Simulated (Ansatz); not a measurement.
# A hypothetical structure for Ni3SnAs

Starting from a made-up structure for Ni3SnAs, the aim is the relaxed cell, its shortest contacts and, where a second run follows, its electronic structure.

Method: DFT, PBEsol, plane-wave PAW, files of the set soft_1, scalar-relativistic, ferromagnetic start, cell and ions relaxed at zero pressure; PAW set soft_1, in Ansatz 0.2.0.

### Step 1. Starting point

It takes space group Pm-3m (No. 221, cubic). The conventional cell has a = 4.249 Å, b = 4.249 Å, c = 4.249 Å, α = 90.00°, β = 90.00°, γ = 90.00°. Nearest to Sn lie 12 Ni at 3.00 Å. As has 6 Ni at 2.12 Å nearest. Nearest to Ni lie 2 As at 2.12 Å and 4 Sn at 3.00 Å and 8 Ni at 3.00 Å. Farther neighbours are not listed.

### Step 2. Relaxing cell and atoms

The guess takes its coordinates from another compound and its volume from a rule, so the cell and any free coordinates are relaxed together.

input.yaml

```yaml
crystal:
  lattice:
    - [4.249, 0.0, 0.0]
    - [0.0, 4.249, 0.0]
    - [0.0, 0.0, 4.249]
  atoms:
    - { symbol: Sn, position: [0.0, 0.0, 0.0] }
    - { symbol: As, position: [0.5, 0.5, 0.5] }
    - { symbol: Ni, position: [0.5, 0.5, 0.0], spin: 1.0 }
    - { symbol: Ni, position: [0.5, 0.0, 0.5], spin: 1.0 }
    - { symbol: Ni, position: [0.0, 0.5, 0.5], spin: 1.0 }
magnetization:
  spin_polarized: true
kpoints:
  mp_grid: { grid: [6, 6, 6] }
scf:
  occupations: { method: fermi_dirac, width: 0.05 }
hamiltonian:
  xc: pbesol
  pseudopotentials: { kind: paw, azcp: { folder: soft_1 }, xc_functional: pbe }
relax:
  f_tol: 0.015
  max_steps: 70
  cell: {}
output:
  forces: true
  stress: true
```

Launch:

```console
> ansatz run input.yaml --threads 4 --pin off --max-ram 8192MiB --backend cpu --events-out ev --progress --plain --runs-dir out
```

Numbers of over 12 decimals in the logs are rounded to 6 here.

Output:

```text
Engine: ansatz 0.2.0, aarch64-unknown-linux-gnu
Pseudopotentials: kind: paw
Pseudopotential: Sn, paw, valence charge 14, recommended cutoff 420 eV (normal), soft_1/Sn.paw.azcp
Pseudopotential: As, paw, valence charge 15, recommended cutoff 420 eV (normal), soft_1/As.paw.azcp
Pseudopotential: Ni, paw, valence charge 18, recommended cutoff 420 eV (normal), soft_1/Ni.paw.azcp
Functional definition: PBEsol
  exchange = pbesol_x
  correlation = pbesol_c
Crystal: 5 atoms, lattice volume = 76.711 Å³
Basis set: ecut = 420 eV, 1503 PW (Γ), exchange–correlation on 60×60×60 points (8 copies of the dense FFT grid, shifted against one another)
Bands: 52, of which v1, the nominal top of the filled ones, is band 42 counted from 1 (41 counted from 0)
Symmetry: 48 space group operations
Space group: Pm-3m (ITA 221), of the structure as read, at distance tolerance 4.2e-5 Å
Magnetic group: BNS 221.92 (UNI 1594), of the structure as read, at distance tolerance 4.2e-5 Å
k-points: 20 of 216
Non-local potential: Sn, projectors of the file, l = 0: 2, l = 1: 2, l = 2: 2, l = 3: 1
Non-local potential: As, projectors of the file, l = 0: 2, l = 1: 2, l = 2: 3, l = 3: 1
Non-local potential: Ni, projectors of the file, l = 0: 3, l = 1: 2, l = 2: 3, l = 3: 1
PAW form: soft (Blöchl's): semilocal exchange-correlation on the pseudo side does not see the compensation charge
PAW frozen core: Sn, regenerated for the run's functional, and the local potential with it (the file was generated under x = pbe(κ = 0.804, μ = 0.219515), c = pbe(β = 0.066725))
PAW frozen core: As, regenerated for the run's functional, and the local potential with it (the file was generated under x = pbe(κ = 0.804, μ = 0.219515), c = pbe(β = 0.066725))
PAW frozen core: Ni, regenerated for the run's functional, and the local potential with it (the file was generated under x = pbe(κ = 0.804, μ = 0.219515), c = pbe(β = 0.066725))
PAW one-centre angular grid: Sn, 590 points (default); XC on 64 Gauss nodes
PAW one-centre angular grid: As, 590 points (default); XC on 64 Gauss nodes
PAW one-centre angular grid: Ni, 590 points (default); XC on 64 Gauss nodes
Initial density: superposition of atomic densities (chi_scale 0.1, normalization cell)
Starting moments: Σ|m| = 3 μB on 3 of 5 sites
Initial wavefunctions: pseudopotential atomic-orbital guess
Functional: x = pbesol(κ = 0.804, μ = 0.123457), c = pbesol(β = 0.046)
iter 1 solved again at ethr=1.67e-3 eV; its pass at ethr=3.10e-3 eV (dr2=1.39e0 eV) is discarded
SCF iter   1: F=—  HF=-28169.769605 eV  |F-HF|=—  |Δ(HF+E_count)|=         —  Δρ=3.70e-2 (↑2.80e-2 ↓3.70e-2)  dr2=1.39e0  dr2_m=5.59e-1  M=1.731 μB ∫|m|=2.080 μB  β_m=0.30  ethr=1.67e-3  ⟨swp⟩=1.3  Hψ=11057  notcnv=0
Mixer restart at iter 1: flushing history
preconditioner: auto → Kerker (q_TF=auto, 2.764 Å⁻¹)  [metal: Δε(μ)=0.011 eV  Ē_g=11.476 eV  σ=0.050 eV  W_gap=0.06  n_scr=26 (ndim 8)  ℏωp=29.7 eV  f_vac=0.000  D(μ)=6.37/eV (n_scr^D=80)]
spin=Collinear: Kerker preconditioning applied to the charge; magnetization (m = ρ↑ − ρ↓) channel mixes plain (no charge-response kernel on spin).
SCF iter   2: F=—  HF=-28172.041112 eV  |F-HF|=—  |Δ(HF+E_count)|=    2.27e0  Δρ=4.45e-2 (↑2.10e-2 ↓4.45e-2)  dr2=1.70e0  dr2_m=6.21e-1  M=1.457 μB ∫|m|=1.793 μB  β_m=0.65  ethr=1.67e-3  ⟨swp⟩=2.4  Hψ=2485  notcnv=0
SCF iter   3: F=—  HF=-28175.446858 eV  |F-HF|=—  |Δ(HF+E_count)|=    3.41e0  Δρ=3.66e-2 (↑1.72e-2 ↓3.66e-2)  dr2=1.32e0  dr2_m=4.33e-1  M=1.174 μB ∫|m|=1.400 μB  β_m=0.39  ethr=1.67e-3  ⟨swp⟩=3.0  Hψ=3381  notcnv=0  defer=107
SCF iter   4: F=—  HF=-28176.105128 eV  |F-HF|=—  |Δ(HF+E_count)|=   6.58e-1  Δρ=2.51e-2 (↑1.01e-2 ↓2.51e-2)  dr2=6.50e-1  dr2_m=1.82e-1  M=1.024 μB ∫|m|=1.139 μB  β_m=0.58  ethr=1.59e-3  ⟨swp⟩=2.0  Hψ=2579  notcnv=0  defer=132
SCF iter   5: F=—  HF=-28176.315842 eV  |F-HF|=—  |Δ(HF+E_count)|=   2.11e-1  Δρ=2.34e-2 (↑2.34e-2 ↓8.46e-3)  dr2=3.95e-1  dr2_m=4.89e-2  M=0.353 μB ∫|m|=0.394 μB  β_m=0.82  ethr=7.83e-4  ⟨swp⟩=3.5  Hψ=3706  notcnv=0  defer=127
SCF iter   6: F=—  HF=-28176.494913 eV  |F-HF|=—  |Δ(HF+E_count)|=   1.79e-1  Δρ=2.69e-2 (↑2.69e-2 ↓2.25e-2)  dr2=1.31e0  dr2_m=7.21e-3  M=0.118 μB ∫|m|=0.129 μB  β_m=0.91  ethr=4.75e-4  ⟨swp⟩=2.2  Hψ=2803  notcnv=0  defer=128  recentre
SCF iter   7: F=—  HF=-28176.484853 eV  |F-HF|=—  |Δ(HF+E_count)|=         —  Δρ=9.08e-3 (↑9.08e-3 ↓5.72e-3)  dr2=1.33e-1  dr2_m=6.14e-3  M=0.080 μB ∫|m|=0.088 μB  β_m=0.91  ethr=4.75e-4  ⟨swp⟩=2.9  Hψ=3688  notcnv=0  defer=128
Mixer restart at iter 7: flushing history
SCF iter   8: F=—  HF=-28176.541621 eV  |F-HF|=—  |Δ(HF+E_count)|=   5.68e-2  Δρ=1.02e-2 (↑7.97e-3 ↓1.02e-2)  dr2=1.09e-1  dr2_m=1.24e-3  M=0.032 μB ∫|m|=0.035 μB  β_m=0.68  ethr=1.61e-4  ⟨swp⟩=3.0  Hψ=4597  notcnv=0  defer=128
SCF iter   9: F=—  HF=-28176.494364 eV  |F-HF|=—  |Δ(HF+E_count)|=   4.73e-2  Δρ=4.33e-3 (↑4.33e-3 ↓2.40e-3)  dr2=3.19e-2  dr2_m=9.39e-4  M=0.026 μB ∫|m|=0.029 μB  β_m=0.66  ethr=1.31e-4  ⟨swp⟩=3.0  Hψ=4069  notcnv=0  defer=128
SCF iter  10: F=—  HF=-28176.490626 eV  |F-HF|=—  |Δ(HF+E_count)|=   3.74e-3  Δρ=8.27e-4 (↑7.44e-4 ↓8.27e-4)  dr2=2.09e-3  dr2_m=2.62e-4  M=0.012 μB ∫|m|=0.013 μB  β_m=0.60  ethr=3.85e-5  ⟨swp⟩=2.0  Hψ=3856  notcnv=0  defer=128
SCF iter  11: F=—  HF=-28176.489691 eV  |F-HF|=—  |Δ(HF+E_count)|=   9.35e-4  Δρ=1.17e-3 (↑6.76e-4 ↓1.17e-3)  dr2=1.33e-3  dr2_m=5.05e-5  M=0.004 μB ∫|m|=0.004 μB  β_m=0.80  ethr=2.52e-6  ⟨swp⟩=2.0  Hψ=3266  notcnv=0  defer=128
SCF iter  12: F=—  HF=-28176.489832 eV  |F-HF|=—  |Δ(HF+E_count)|=   1.41e-4  Δρ=2.94e-4 (↑9.21e-5 ↓2.94e-4)  dr2=6.58e-5  dr2_m=1.24e-5  M=0.002 μB ∫|m|=0.002 μB  β_m=0.76  ethr=1.61e-6  ⟨swp⟩=2.0  Hψ=2566  notcnv=0  defer=128
SCF iter  13: F=—  HF=-28176.489790 eV  |F-HF|=—  |Δ(HF+E_count)|=   4.19e-5  Δρ=7.25e-5 (↑7.25e-5 ↓2.39e-5)  dr2=6.57e-6  dr2_m=6.85e-7  M=0.000 μB ∫|m|=0.000 μB  β_m=0.88  ethr=7.93e-8  ⟨swp⟩=2.0  Hψ=3555  notcnv=0  defer=128
SCF iter  14: F=—  HF=-28176.489790 eV  |F-HF|=—  |Δ(HF+E_count)|=   9.37e-7  Δρ=7.98e-6 (↑7.98e-6 ↓7.12e-6)  dr2=1.48e-7  dr2_m=5.29e-9  M=-0.000 μB ∫|m|=0.000 μB  β_m=0.87  ethr=7.91e-9  ⟨swp⟩=2.0  Hψ=2769  notcnv=0  defer=128
SCF iter  15: F=—  HF=-28176.489790 eV  |F-HF|=—  |Δ(HF+E_count)|=   3.10e-8  Δρ=4.18e-6 (↑4.18e-6 ↓3.66e-6)  dr2=4.14e-8  dr2_m=1.43e-10  M=-0.000 μB ∫|m|=0.000 μB  β_m=0.94  ethr=1.79e-10  ⟨swp⟩=2.0  Hψ=3213  notcnv=0  defer=128
SCF iter  16: F=-28176.489790 eV  HF=-28176.489790 eV  |F-HF|=8.50e-9  |Δ(HF+E_count)|=   6.20e-9  Δρ=2.18e-6 (↑2.18e-6 ↓2.09e-6)  dr2=1.08e-8  dr2_m=1.64e-11  M=0.000 μB ∫|m|=0.000 μB  ethr=4.99e-11  ⟨swp⟩=3.0  Hψ=6825  notcnv=0
[...]
SCF iter   7: F=—  HF=-28176.598477 eV  |F-HF|=—  |Δ(HF+E_count)|=   1.57e-6  Δρ=2.39e-5 (↑1.94e-5 ↓2.39e-5)  dr2=6.19e-7  dr2_m=5.91e-9  M=0.000 μB ∫|m|=0.000 μB  β_m=0.81  ethr=2.78e-9  ⟨swp⟩=2.0  Hψ=3279  notcnv=0
SCF iter   8: F=—  HF=-28176.598477 eV  |F-HF|=—  |Δ(HF+E_count)|=   1.35e-7  Δρ=2.18e-6 (↑1.86e-6 ↓2.18e-6)  dr2=1.03e-8  dr2_m=3.58e-10  M=0.000 μB ∫|m|=0.000 μB  β_m=0.83  ethr=7.46e-10  ⟨swp⟩=2.0  Hψ=3750  notcnv=0
SCF iter   9: F=-28176.598477 eV  HF=-28176.598477 eV  |F-HF|=1.22e-9  |Δ(HF+E_count)|=   4.42e-9  Δρ=6.94e-7 (↑6.94e-7 ↓5.38e-7)  dr2=1.45e-9  dr2_m=1.06e-11  M=0.000 μB ∫|m|=0.000 μB  ethr=1.25e-11  ⟨swp⟩=1.7  Hψ=6022  notcnv=0
the starting moments were not kept: the SCF closed with an absolute magnetisation of 5.6e-6 μB, where they sum to 3 μB in size (3 sites). That is at most 0.1 of that sum. Measured as dr2_m measures the in/out step, that magnetisation stands 1.7e-11 eV from none, at or under the dr2_threshold of 5.0e-7 eV: it is no larger than a step whose dr2_m would equal this threshold.
SCF 3 converged in 9 iterations: F = -28176.598477 eV  dr2 = 1.45e-9
  greatest PAW one-centre occupation: 1.001 electrons in one spin orbital (limit 2), on the Ni atom at site 4 (counted from 0), in its partial waves of l = 1
relax step   3: F+E_penalty+E_count = -28176.59847691 eV  Δ(F+E_penalty+E_count) = -4.754e-3 eV  max|allowed force component| = 2.104e-29 eV/Å  Δτ_max = 0.0000 Å  P = +0.150 GPa  Ω = 81.434 Å³  energy of the carried Pulay correction = -1.568e-3 eV  (9 SCF iters, dr2 threshold 5.00e-7 eV, accepted)
[...]
relax step   4: F+E_penalty+E_count = -28176.59849405 eV  Δ(F+E_penalty+E_count) = -1.714e-5 eV  max|allowed force component| = 3.645e-29 eV/Å  Δτ_max = 0.0000 Å  P = +0.004 GPa  Ω = 81.542 Å³  energy of the carried Pulay correction = -1.602e-3 eV  (7 SCF iters, dr2 threshold 5.66e-8 eV, accepted)
Initial wavefunctions: pseudopotential atomic-orbital guess (no wavefunctions were taken with the density)
iter 1 solved again at ethr=6.99e-8 eV; its pass at ethr=3.10e-3 eV (dr2=5.81e-5 eV) is discarded
SCF iter   1: F=—  HF=-28176.599683 eV  |F-HF|=—  |Δ(HF+E_count)|=         —  Δρ=4.90e-4 (↑4.90e-4 ↓4.90e-4)  dr2=1.80e-5  dr2_m=5.13e-12  M=0.000 μB ∫|m|=0.000 μB  β_m=0.65  ethr=6.99e-8  ⟨swp⟩=3.6  Hψ=14366  notcnv=0
preconditioner: auto → Kerker (q_TF=auto, 2.204 Å⁻¹)  [metal: Δε(μ)=0.080 eV  Ē_g=11.763 eV  σ=0.050 eV  W_gap=0.35  n_scr=18 (ndim 8)  ℏωp=28.8 eV  f_vac=0.000  D(μ)=4.04/eV (n_scr^D=32)]
spin=Collinear: Kerker preconditioning applied to the charge; magnetization (m = ρ↑ − ρ↓) channel mixes plain (no charge-response kernel on spin).
SCF iter   2: F=—  HF=-28176.600100 eV  |F-HF|=—  |Δ(HF+E_count)|=   4.17e-4  Δρ=1.78e-4 (↑1.78e-4 ↓1.78e-4)  dr2=4.48e-6  dr2_m=2.08e-12  M=0.000 μB ∫|m|=0.000 μB  β_m=0.58  ethr=2.17e-8  ⟨swp⟩=2.0  Hψ=2494  notcnv=0
SCF iter   3: F=—  HF=-28176.600149 eV  |F-HF|=—  |Δ(HF+E_count)|=   4.92e-5  Δρ=8.20e-5 (↑8.20e-5 ↓8.20e-5)  dr2=1.49e-6  dr2_m=5.85e-13  M=0.000 μB ∫|m|=0.000 μB  β_m=0.54  ethr=5.39e-9  ⟨swp⟩=2.0  Hψ=3559  notcnv=0
SCF iter   4: F=—  HF=-28176.600160 eV  |F-HF|=—  |Δ(HF+E_count)|=   1.12e-5  Δρ=3.05e-6 (↑3.04e-6 ↓3.05e-6)  dr2=2.74e-8  dr2_m=7.20e-14  M=0.000 μB ∫|m|=0.000 μB  β_m=0.62  ethr=1.80e-9  ⟨swp⟩=2.0  Hψ=2740  notcnv=0
SCF iter   5: F=—  HF=-28176.600160 eV  |F-HF|=—  |Δ(HF+E_count)|=   4.85e-9  Δρ=1.25e-6 (↑1.24e-6 ↓1.25e-6)  dr2=5.91e-9  dr2_m=2.56e-14  M=0.000 μB ∫|m|=0.000 μB  β_m=0.67  ethr=3.30e-11  ⟨swp⟩=2.1  Hψ=3171  notcnv=0
SCF iter   6: F=—  HF=-28176.600160 eV  |F-HF|=—  |Δ(HF+E_count)|=   1.35e-9  Δρ=3.51e-7 (↑3.51e-7 ↓3.48e-7)  dr2=3.51e-10  dr2_m=4.88e-15  M=0.000 μB ∫|m|=0.000 μB  β_m=0.84  ethr=7.12e-12  ⟨swp⟩=2.0  Hψ=2929  notcnv=0
SCF iter   7: F=—  HF=-28176.600192 eV  |F-HF|=—  |Δ(HF+E_count)|=   3.17e-5  Δρ=2.94e-7 (↑2.94e-7 ↓2.93e-7)  dr2=1.30e-10  dr2_m=2.01e-16  M=0.000 μB ∫|m|=0.000 μB  β_m=0.83  ethr=1.00e-12  ⟨swp⟩=2.1  Hψ=3776  notcnv=0
SCF iter   8: F=-28176.600192 eV  HF=-28176.600192 eV  |F-HF|=3.64e-12  |Δ(HF+E_count)|=  2.18e-11  Δρ=9.55e-8 (↑9.55e-8 ↓9.55e-8)  dr2=2.01e-11  dr2_m=2.00e-17  M=0.000 μB ∫|m|=0.000 μB  ethr=1.00e-12  ⟨swp⟩=3.2  Hψ=7228  notcnv=0
the starting moments were not kept: the SCF closed with an absolute magnetisation of 8.1e-9 μB, where they sum to 3 μB in size (3 sites). That is at most 0.1 of that sum. Measured as dr2_m measures the in/out step, that magnetisation stands 4.1e-17 eV from none, at or under the dr2_threshold of 5.0e-11 eV: it is no larger than a step whose dr2_m would equal this threshold.
SCF 5 converged in 8 iterations: F = -28176.600192 eV  dr2 = 2.01e-11
relax step   5: F+E_penalty+E_count = -28176.60019190 eV  Δ(F+E_penalty+E_count) = -1.698e-3 eV  max|allowed force component| = 1.620e-29 eV/Å  Δτ_max = 0.0000 Å  P = +0.015 GPa  Ω = 81.542 Å³  stress off target by 1.48e-2 GPa  SCF on the basis re-selected at this cell (its energy is not comparable with the rows above)  (8 SCF iters)
basis re-selected at this cell: Δ(F+E_penalty+E_count) = -1.698e-3 eV, ΔP = +0.011 GPa vs the last step (what re-selecting the basis moved, of the pressure what is left beyond the Pulay correction that the steps carried, after the strain that the cell walked since its last selection, with what the two solves' SCF thresholds leave and, on support functions, any second-order correction that the steps lacked; it is no m [...]
SCF converged after 8 iterations
Magnetization: 0.0000 μB (41.5000 up, 41.5000 down)
Absolute magnetization: 0.0000 μB (∫|ρ↑−ρ↓|, with the PAW one-centre terms)
Spin contamination: 0.0000 ħ² per cell (⟨S²⟩ above its minimum at these occupations)
Per-site moments (μB) at R_I (Å): [(9.49662935559435e-11, 1.264844), (2.2293236370928222e-10, 0.894380), (2.1217098886933026e-9, 0.894380), (2.1217102958162526e-9, 0.894380), (2.1217094256610165e-9, 0.894380)]
Free energy (F): -28176.600192 eV
Harris-Foulkes:  -28176.600192 eV  (|F-HF|=3.64e-12)
Internal energy: -28176.566850 eV  (E = F + TS)
E sigma→0 (E₀):  -28176.583521 eV
Entropy (-TS):   -0.033342 eV (-6.668 meV/atom)
Fermi energy:    13.061650 eV
--- Per-component energies (eV) ---
  E_band       = -1346.895039
  E_kinetic    = 1294.109491
  E_local      = -13767.511854  (includes V_loc(G=0)·N_el)
  E_nonlocal   = -578.819572
  E_hartree    = 7276.731704
  E_xc         = -529.672425
  E_vxc        = -588.121460  (∫ρ·V_xc dr)
  E_paw        = -11151.228424  (= ΣΔE_a)
  E_vpaw       = -2260.017902  (= ΣTr[D̂ρ^β])
  E_aug_tail   = 0.003008  (compensation charges beyond the density's cutoff)
  E_ewald      = -10722.021916
  E_core_change = 1.843137  (= ΣΔE_core)
  E_smearing   = -0.033342  (= −TS)
  E_closure    = -0.000000  (closes the sum)
  Σ components = -28176.600192   (vs F -28176.600192, Δ=0.00e0)
--- Forces (eV/Å), atoms counted from 1 ---
  atom   1  Sn     0.00000000    -0.00000000    -0.00000000
  atom   2  As     0.00000000     0.00000000     0.00000000
  atom   3  Ni     0.00000000     0.00000000     0.00000000
  atom   4  Ni     0.00000000     0.00000000     0.00000000
  atom   5  Ni     0.00000000    -0.00000000     0.00000000
  max |Σ_I F_I| component: 9.53e-30 eV/Å
--- Stress (GPa, compression-positive) ---
        0.014802      -0.000000      -0.000000
        0.000000       0.014802      -0.000000
        0.000000      -0.000000       0.014802
  P = ⅓ Tr σ = 0.0148 GPa (0.148 kbar)
--- Relaxed structure (4 steps of the walk, 4 accepted, 1 SCFs on fresh bases) ---
  F+E_penalty+E_count = -28176.60019190 eV   max|allowed force component| = 1.620e-29 eV/Å   (the final SCF, on the basis selected at the relaxed cell)
  cell:  # Å, volume = 81.5424 Å³
    - [4.336386, 0, 0]
    - [0, 4.336386, 0]
    - [0, 0, 4.336386]
  atoms:
    - { symbol: Sn, position: [0, 0, 0] }
    - { symbol: As, position: [0.5, 0.5, 0.5] }
    - { symbol: Ni, position: [0.5, 0.5, 0] }
    - { symbol: Ni, position: [0.5, 0, 0.5] }
    - { symbol: Ni, position: [0, 0.5, 0.5] }
```

Wall time 14 s (4 threads of Arm Neoverse V2, shared host); peak memory 0.52 GiB.

Relaxation path:

| step | energy less that of the first step (eV) | largest force component (eV/Å) | pressure (GPa) | volume (Å³) |
| --- | --- | --- | --- | --- |
| 1 | 0.0000 | 0.0000 | 7.74 | 76.71 |
| 2 | -0.1039 | 0.0000 | 1.53 | 80.46 |
| 3 | -0.1087 | 0.0000 | 0.15 | 81.43 |
| 4 | -0.1087 | 0.0000 | 0.00 | 81.54 |
| 5* | -0.1104 | 0.0000 | 0.01 | 81.54 |

Relaxation steps marked * repeat the geometry before them on a plane-wave basis chosen anew for their cell, so energy and pressure can jump there.

The run keeps the 48 symmetry operations that it works with, so distortions that break them were not tested.

| conventional cell, symmetrised | before | after | change |
| --- | --- | --- | --- |
| a (Å) | 4.249 | 4.336 | +2.1 % |
| b (Å) | 4.249 | 4.336 | +2.1 % |
| c (Å) | 4.249 | 4.336 | +2.1 % |
| volume (Å³/atom) | 15.34 | 16.31 | +6.3 % |

Final coordinates:

```xyz
5
Lattice="4.3364 0.0000 0.0000 0.0000 4.3364 0.0000 0.0000 0.0000 4.3364" Properties=species:S:1:pos:R:3 pbc="T T T"
Sn    0.0000    0.0000    0.0000
As    2.1682    2.1682    2.1682
Ni    2.1682    2.1682    0.0000
Ni    2.1682    0.0000    2.1682
Ni    0.0000    2.1682    2.1682
```

Numbers from this step:

```
free energy             : -28176.6002 eV
energy at zero smearing : -28176.5835 eV
smearing term TS        : 0.03334 eV
Fermi energy            : 13.06 eV
electrons               : 83
symmetry operations     : 48
pressure                : 0.01480 GPa
```

Shortest distances by pair of elements, guess and relaxed (not always the same contact):

| pair | guess (Å) | relaxed (Å) |
| --- | --- | --- |
| As–Ni | 2.124 | 2.168 |
| Ni–Sn | 3.004 | 3.066 |
| Ni–Ni | 3.004 | 3.066 |
| As–Sn | 3.680 | 3.755 |
| Sn–Sn | 4.249 | 4.336 |

The relaxation ends with a pressure of 0.01 GPa. No moment survives the cycle: this start ends non-magnetic.

### Step 3. What came out

```yaml
space_group_relaxed: Pm-3m
conventional_cell: a = 4.336, b = 4.336, c = 4.336 Å; α = 90.0°, β = 90.0°, γ = 90.0°
volume_per_atom: 16.31 Å³ (guess 15.34)
total_moment: 0.00 μB in the cell of 5 atoms
```

**Reading.** Ni3SnAs relaxes to Pm-3m with a = 4.336, b = 4.336 and c = 4.336 Å. The guessed volume was 6 % too small. The space group Pm-3m was held in the relaxation, so the end point is a stationary structure within it and may be a saddle against distortions or other arrangements. The moments died out from this one start and weren't seeded again at the relaxed cell. Mesh and cutoff weren't tested. No dispersion term is used, so weakly bound directions may come out too long. Nothing here tests whether the compound is stable against decomposition.

[Logs are printed without paths, hosts, clocks, repeated set-up lines and the standing remarks that a program may print on its own settings, such as how far it seeks lower states.]

[Hosts, paths, dates, database ids (printed as entryN), source tags and the programs' standing remarks are cut or masked in the printed files.]
